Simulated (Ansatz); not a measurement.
## InSe (R3m): a many-body input that goes wrong, and its mend

What is wrong with this input for InSe (R3m)?

Program: Ansatz 0.2.0. Level of theory: G0W0 on r2SCAN, plane waves, PAW. Results are calculated unless marked as measured.

### 1. The starting structure

The structure is trigonal, space group R3m (No. 160). The conventional cell has a = 4.000 Å, b = 4.000 Å, c = 24.950 Å, α = 90.00°, β = 90.00°, γ = 120.00°. Nearest to In lie 3 Se at 2.64 Å and 1 In at 2.80 Å. Se has 3 In at 2.64 Å nearest. Nearest to Se lie 3 In at 2.64 Å. Farther neighbours and most contacts between anions are not listed.

The cell and positions come from the Crystallography Open Database and are kept as given unless a step says otherwise. The default PAW set here is soft_2. Its files were made with PBE.

### 2. First try

Input file input.yaml:

```yaml
crystal:
  lattice:
    - [2.0, 1.1547005384, 8.3166666667]
    - [-2.0, 1.1547005384, 8.3166666667]
    - [0.0, -2.3094010768, 8.3166666667]
  atoms:
    - { symbol: In, position: [0.0, 0.0, 0.0] }
    - { symbol: In, position: [0.1122, 0.1122, 0.1122] }
    - { symbol: Se, position: [0.6155, 0.6155, 0.6155] }
    - { symbol: Se, position: [0.83, 0.83, 0.83] }
kpoints:
  mp_grid: { grid: [1, 1, 1] }
hamiltonian:
  xc: r2scan
scf:
  occupations: { method: fixed }
gw:
  n_empty_bands: 187
  ecut_chi: 80
  qp_bands: [v2, c2]
  qp_kpoints: band_edges
  screening: { model: contour_deformation }
```

Command:

```console
> ansatz run input.yaml --threads 3 --pin off --max-ram 92160MiB --backend cuda --events-out ev --progress --plain --runs-dir out --devices 1 --max-vram 13GiB
```

Numbers of over 12 decimals in the logs are rounded to 6 here.

The log of the run:

```text
GPUs: using 1 of 1 available (devices: 1).
Engine: ansatz 0.2.0, x86_64-unknown-linux-gnu
Pseudopotentials: kind: paw
Pseudopotential: In, paw, valence charge 13, recommended cutoff 500 eV (meta_gga), In.paw.azcp
Pseudopotential: Se, paw, valence charge 16, recommended cutoff 500 eV (meta_gga), Se.paw.azcp
Functional definition: r2SCAN
  parameter k0 = 0.174
  parameter k1 = 0.065
  parameter a1 = 4.9479
  exchange = r2scan_x(k0 = k0, k1 = k1, a1 = a1)
  correlation = r2scan_c
device memory: the entry about to start is reckoned to put 2.1 GiB on a device that reports 60.8 GiB free (of which the cap on the GPU budget leaves the run 13.0 GiB)
GPU FFT provider: cuFFT
GPU libraries: cuBLAS 13.8.2, cuFFT 12.4.0, cuSOLVER 12.3.4
Crystal: 4 atoms, lattice volume = 115.239 Å³
Basis set: ecut = 500 eV, 2947 PW (Γ), exchange–correlation on 256×256×256 points (64 copies of the dense FFT grid, shifted against one another)
Bands: 35, of which v1, the nominal top of the filled ones, is band 29 counted from 1 (28 counted from 0)
Symmetry: 6 space group operations
Space group: R3m (ITA 160), of the structure as read, at distance tolerance 4.9e-5 Å
k-points: 1
Non-local potential: In, projectors of the file, l = 0: 2, l = 1: 2, l = 2: 2, l = 3: 2
Non-local potential: Se, projectors of the file, l = 0: 2, l = 1: 2, l = 2: 3, l = 3: 1
PAW form: soft (Blöchl's): semilocal exchange-correlation on the pseudo side does not see the compensation charge
PAW frozen core: In, regenerated for the run's functional (the file was generated under x = pbe(κ = 0.804, μ = 0.219515), c = pbe(β = 0.066725))
PAW frozen core: Se, regenerated for the run's functional (the file was generated under x = pbe(κ = 0.804, μ = 0.219515), c = pbe(β = 0.066725))
PAW one-centre angular grid: In, 590 points (default); XC on 289 of its mesh's 2783 points in the sphere
PAW one-centre angular grid: Se, 590 points (default); XC on 160 Gauss nodes
Initial density: superposition of atomic densities (neutral atoms: chi_scale 0, normalization atom), corrected by the library's trained network
Initial wavefunctions: pseudopotential atomic-orbital guess
GPU buffer pool allocated for 262144 grid points (all kernels)
GPU transforms: local potential and band sums: pruned to the plane-wave sphere, on 64×64×64
Functional: x = r2scan, c = r2scan; τ floored in thin density (d = 2e-4 eV/Å³)
SCF iter   1: F=—  HF=-22172.509579 eV  |F-HF|=—  |Δ(HF+E_count)|=         —  Δρ=4.29e-2  dr2=4.38e0  dr2_τ=1.16e-1  ethr=1.77e-3  ⟨swp⟩=5.0  Hψ=127  notcnv=0  defer=4
preconditioner: auto → Resta (q_TF=auto, 2.433 Å⁻¹)  ε∞=3.1  [insulator: Δε(μ)=3.398 eV  Ē_g=14.604 eV  n_scr=30 (ndim 8)  ℏωp=21.3 eV  f_vac=0.077  ε∞_Penn≈3.1]
SCF iter   2: F=—  HF=-22171.786586 eV  |F-HF|=—  |Δ(HF+E_count)|=   7.23e-1  Δρ=2.01e-2  dr2=4.66e-1  dr2_τ=1.98e-2  ethr=1.77e-3  ⟨swp⟩=4.0  Hψ=68  notcnv=0  defer=4
SCF iter   3: F=—  HF=-22171.787986 eV  |F-HF|=—  |Δ(HF+E_count)|=   1.40e-3  Δρ=7.83e-3  dr2=6.85e-2  dr2_τ=2.04e-3  ethr=8.04e-4  ⟨swp⟩=3.0  Hψ=74  notcnv=0  defer=4
SCF iter   4: F=—  HF=-22171.808455 eV  |F-HF|=—  |Δ(HF+E_count)|=   2.05e-2  Δρ=2.05e-3  dr2=5.00e-3  dr2_τ=1.66e-4  ethr=1.18e-4  ⟨swp⟩=2.0  Hψ=44  notcnv=0  defer=4
SCF iter   5: F=—  HF=-22171.812013 eV  |F-HF|=—  |Δ(HF+E_count)|=   3.56e-3  Δρ=5.59e-4  dr2=5.36e-4  dr2_τ=1.99e-5  ethr=8.63e-6  ⟨swp⟩=2.0  Hψ=64  notcnv=0  defer=4
SCF iter   6: F=—  HF=-22171.812643 eV  |F-HF|=—  |Δ(HF+E_count)|=   6.31e-4  Δρ=1.70e-4  dr2=4.90e-5  dr2_τ=1.06e-6  ethr=9.25e-7  ⟨swp⟩=2.0  Hψ=64  notcnv=0  defer=4
SCF iter   7: F=—  HF=-22171.812709 eV  |F-HF|=—  |Δ(HF+E_count)|=   6.56e-5  Δρ=5.33e-5  dr2=3.90e-6  dr2_τ=4.74e-7  ethr=8.44e-8  ⟨swp⟩=2.0  Hψ=54  notcnv=0  defer=4
SCF iter   8: F=—  HF=-22171.812712 eV  |F-HF|=—  |Δ(HF+E_count)|=   3.31e-6  Δρ=2.01e-5  dr2=8.70e-7  dr2_τ=2.70e-8  ethr=6.73e-9  ⟨swp⟩=2.0  Hψ=62  notcnv=0  defer=4
SCF iter   9: F=—  HF=-22171.812713 eV  |F-HF|=—  |Δ(HF+E_count)|=   5.21e-7  Δρ=9.05e-6  dr2=1.78e-7  dr2_τ=9.71e-9  ethr=1.50e-9  ⟨swp⟩=2.0  Hψ=62  notcnv=0  defer=4
SCF iter  10: F=-22171.812713 eV  HF=-22171.812713 eV  |F-HF|=1.21e-8  |Δ(HF+E_count)|=   1.00e-7  Δρ=2.50e-6  dr2=1.37e-8  dr2_τ=3.31e-10  ethr=1.72e-10  ⟨swp⟩=10.0  Hψ=158  notcnv=0
SCF 1 converged in 10 iterations: F = -22171.812713 eV  dr2 = 1.37e-8
[...]
device memory: the entry about to start is reckoned to put 2.2 GiB on a device that reports 60.8 GiB free (of which the cap on the GPU budget leaves the run 13.0 GiB)
NSCF: frozen V_eff on 1 k-points
[...]
device memory: the entry about to start is reckoned to put 0.9 GiB on a device that reports 60.8 GiB free (of which the cap on the GPU budget leaves the run 13.0 GiB)
NSCF: frozen V_eff on 1 k-points
G₀W₀ screening: q 1/1
G₀W₀ self-energy: k 1/1
device memory: the entry about to start is reckoned to put 0.8 GiB on a device that reports 58.0 GiB free (of which the cap on the GPU budget leaves the run 13.0 GiB)
NSCF: frozen V_eff on 1 k-points
device memory: the entry about to start is reckoned to put 0.8 GiB on a device that reports 57.9 GiB free (of which the cap on the GPU budget leaves the run 13.0 GiB)
NSCF: frozen V_eff on 1 k-points
device memory: the entry about to start is reckoned to put 0.8 GiB on a device that reports 57.9 GiB free (of which the cap on the GPU budget leaves the run 13.0 GiB)
NSCF: frozen V_eff on 1 k-points
device memory: the entry about to start is reckoned to put 0.8 GiB on a device that reports 57.6 GiB free (of which the cap on the GPU budget leaves the run 13.0 GiB)
NSCF: frozen V_eff on 1 k-points
device memory: the entry about to start is reckoned to put 0.8 GiB on a device that reports 56.7 GiB free (of which the cap on the GPU budget leaves the run 13.0 GiB)
NSCF: frozen V_eff on 1 k-points
device memory: the entry about to start is reckoned to put 0.8 GiB on a device that reports 55.9 GiB free (of which the cap on the GPU budget leaves the run 13.0 GiB)
NSCF: frozen V_eff on 1 k-points
device memory: the entry about to start is reckoned to put 0.8 GiB on a device that reports 55.7 GiB free (of which the cap on the GPU budget leaves the run 13.0 GiB)
NSCF: frozen V_eff on 1 k-points
device memory: the entry about to start is reckoned to put 0.8 GiB on a device that reports 54.8 GiB free (of which the cap on the GPU budget leaves the run 13.0 GiB)
NSCF: frozen V_eff on 1 k-points
SCF converged after 10 iterations
Free energy (F): -22171.812713 eV
Harris-Foulkes:  -22171.812713 eV  (|F-HF|=1.21e-8)
Internal energy: -22171.812713 eV  (E = F + TS)
E sigma→0 (E₀):  -22171.812713 eV
Fermi energy:    6.846547 eV
--- Per-component energies (eV) ---
  E_band       = -894.185184
  E_kinetic    = 742.978243
  E_local      = -7889.480711  (includes V_loc(G=0)·N_el)
  E_nonlocal   = -455.527634
  E_hartree    = 3660.721713
  E_xc         = -601.924317
  E_vxc        = -429.452563  (∫ρ·V_xc dr)
  E_paw        = -12218.543862  (= ΣΔE_a)
  E_vpaw       = -209.376661  (= ΣTr[D̂ρ^β])
  E_aug_tail   = -0.000396  (compensation charges beyond the density's cutoff)
  E_vtau       = 25.230341  (kinetic-family band-sum trace: ∫τ·v_τ [+ j·A + Jᵃ·Aᵃ] dr)
  E_ewald      = -5408.437302
  E_core_change = -1.598449  (= ΣΔE_core)
  E_smearing   = -0.000000  (= −TS)
  E_closure    = -0.000000  (closes the sum)
  Σ components = -22171.812713   (vs F -22171.812713, Δ=0.00e0)
--- Band table (eV) ---
  k-point 0: bands = [... 25 lower, 6.7718, 6.7718, 6.8465, 6.8465, 9.9049, 10.1796, 11.8453, 11.8453, ... 2 higher]
--- G₀W₀: contour deformation, 6 samples at zero and on the imaginary axis and 0 off it, 1 q-point, 187 empty bands' worth ---
  eigenvalues of the whole cell's RPA ε∞ on this k-mesh (on a slab, of 1 + 4πα/V) = 2.6117, 21.8279, 21.8279; static W/v taken at q = 0 is -0.238094
  gw.qp_kpoints: band_edges: 1 of 1 stored k-point solved, in 1 pass; an edge of the gap read off the rows below is read off those points alone
    ik  band        ε_KS         Σx   Σc(E_QP)       V_xc       Z   E_QP_lin       E_QP  E_QP is
     0    28      6.8465   -19.8346     4.3867   -15.8965  0.6930     7.2904     7.2951  root
     0    29      6.8465   -19.8346     4.3867   -15.8965  0.6930     7.2904     7.2951  root
     0    30      9.9049    -9.4716    -5.2722   -14.1965  0.7216     9.3623     9.3576  root
     0    31     10.1796    -7.1108    -5.8376   -12.1316  0.7306     9.3753     9.3628  root
```

It took 12 s on 1 × NVIDIA H100 80GB HBM3 (shared by 6 runs) with 3 threads of AMD EPYC 7R13 (Zen 3), shared host; peak memory 1.8 GiB.

Reading the cycles: dr2 is the Hartree energy of the density residual (eV), the measure of convergence; HF is the Harris–Foulkes estimate of the energy, which meets the free energy F at convergence.

Q: What is the fault?

The run ended normally, though the input holds a fault or crude settings.

The fault: G0W0 on a mesh far too coarse. So few points can't sample the density or the screening, and the band edges may lie elsewhere in the zone.

It printed a gap of 2.06 eV, which is an artefact of the settings.

### 3. A better input

G0W0 replaces the xc potential by the self-energy, built once from these orbitals. Only a window of levels is corrected, while the sums run over the empty bands that the input names.

input.yaml, as its differences from that of step 2:

```diff
@@ -11,3 +11,3 @@
 kpoints:
-  mp_grid: { grid: [1, 1, 1] }
+  mp_grid: { grid: [4, 4, 4] }
 hamiltonian:
@@ -17,4 +17,4 @@
 gw:
-  n_empty_bands: 187
-  ecut_chi: 80
+  n_empty_bands: 343
+  ecut_chi: 120
   qp_bands: [v2, c2]
```

The log of the run:

```text
GPUs: using 1 of 1 available (devices: 1).
[...]
GPU FFT provider: cuFFT
GPU libraries: cuBLAS 13.8.2, cuFFT 12.4.0, cuSOLVER 12.3.4
Crystal: 4 atoms, lattice volume = 115.239 Å³
Basis set: ecut = 500 eV, 2947 PW (Γ), exchange–correlation on 256×256×256 points (64 copies of the dense FFT grid, shifted against one another)
Bands: 35, of which v1, the nominal top of the filled ones, is band 29 counted from 1 (28 counted from 0)
[... 1 set-up line as in the run before ...]
[...]
k-points: 13 of 64 (time reversal used)
[...]
GPU buffer pool allocated for 262144 grid points (all kernels)
[...]
SCF iter   1: F=—  HF=-22182.504228 eV  |F-HF|=—  |Δ(HF+E_count)|=         —  Δρ=6.27e-3  dr2=3.95e-2  dr2_τ=1.63e-2  ethr=1.77e-3  ⟨swp⟩=5.0  Hψ=1632  notcnv=0  defer=52
[...]
2    28      4.9602   -17.2612     1.9962   -14.8125  0.7496     4.5006     4.5078  root
     2    29      5.5381   -15.6663     1.4597   -13.7344  0.7615     5.0587     5.0659  root
     2    30      8.6967    -7.7650    -3.3873   -11.2166  0.7979     8.7610     8.7609  root
     2    31      9.5902    -9.6654    -3.8235   -13.7165  0.7804     9.8193     9.8178  root
     3    28      5.5541   -17.8869     1.8509   -15.6151  0.7571     5.1280     5.1334  root
     3    29      6.4359   -16.0662     1.2254   -14.4032  0.7691     5.9930     5.9982  root
     3    30      9.3994    -9.3632    -3.6871   -13.2453  0.7896     9.5951     9.5944  root
     3    31      9.7898    -8.0911    -3.7940   -12.0357  0.7867     9.9408     9.9403  root
[...]
12    28      6.0794   -18.3155     1.7434   -16.1868  0.7614     5.6901     5.6941  root
    12    29      7.2987   -16.3246     0.8341   -15.1216  0.7766     6.9273     6.9297  root
    12    30      8.1124   -10.2526    -3.3261   -13.7012  0.7983     8.2351     8.2349  root
    12    31      9.9053    -8.0969    -4.0231   -12.2493  0.7909    10.0350    10.0346  root
[key lines of the parts left out:]
SCF converged after 7 iterations
Free energy (F): -22182.516963 eV
Fermi energy:    7.298662 eV
```

It took 56 s on 1 × NVIDIA H100 80GB HBM3 (shared by 6 runs) with 3 threads; peak memory 2.3 GiB.

Numbers from this step:

```
bands summed                                 : 372
RPA ε∞ on this mesh (eigenvalues)            : 8.106, 8.106, 12.29
plane waves in the screening matrix          : 363
q-points in the mesh                         : 64
G0W0 gap on the mesh                         : 1.305 eV
k of the valence top                         : -0.5, -0.5, -0.5
k of the conduction bottom                   : -0.5, -0.5, -0.5
starting gap on the mesh                     : 0.8137 eV
Z at the valence top                         : 0.7766
Z at the conduction bottom                   : 0.7983
least direct G0W0 gap on the computed points : 1.305 eV
```

The gap on the mesh goes from 0.81 eV to 1.31 eV, a correction of +0.49 eV. Between the two edge states, bare exchange in place of the xc potential would open the gap by 4.65 eV, and correlation takes back 4.16 eV.

### 4. Summary of results

```
first try  : converged after 12 s
better run : G0W0 gap on the mesh 1.31 eV (4×4×4 mesh, 343 empty bands, screening to 120 eV)
```

In words: The second run differs in: mesh, empty bands and screening cutoff (eV). Bands and cutoff are finite, so the gap is not at the basis limit. The miss can reach some tenths of an eV and take either sign; the mesh is an error of its own. The many-body steps are scalar-relativistic: spin-orbit coupling is not in them.

[Paths, hosts, dates, memory and timing lines, banners, echoed tables and standing remarks are left out of the program output.]

[Logs are printed without paths, hosts, clocks, repeated set-up lines and the standing remarks that a program may print on its own settings, such as how far it seeks lower states.]

[Runs of the session that timed out or met a known fault of the program may be left out.]

[Cells called generated may have been cut or substituted from an entry of the Crystallography Open Database or the Materials Project.]

[Hosts, paths, dates, database ids (printed as entryN), source tags and the programs' standing remarks are cut or masked in the printed files.]
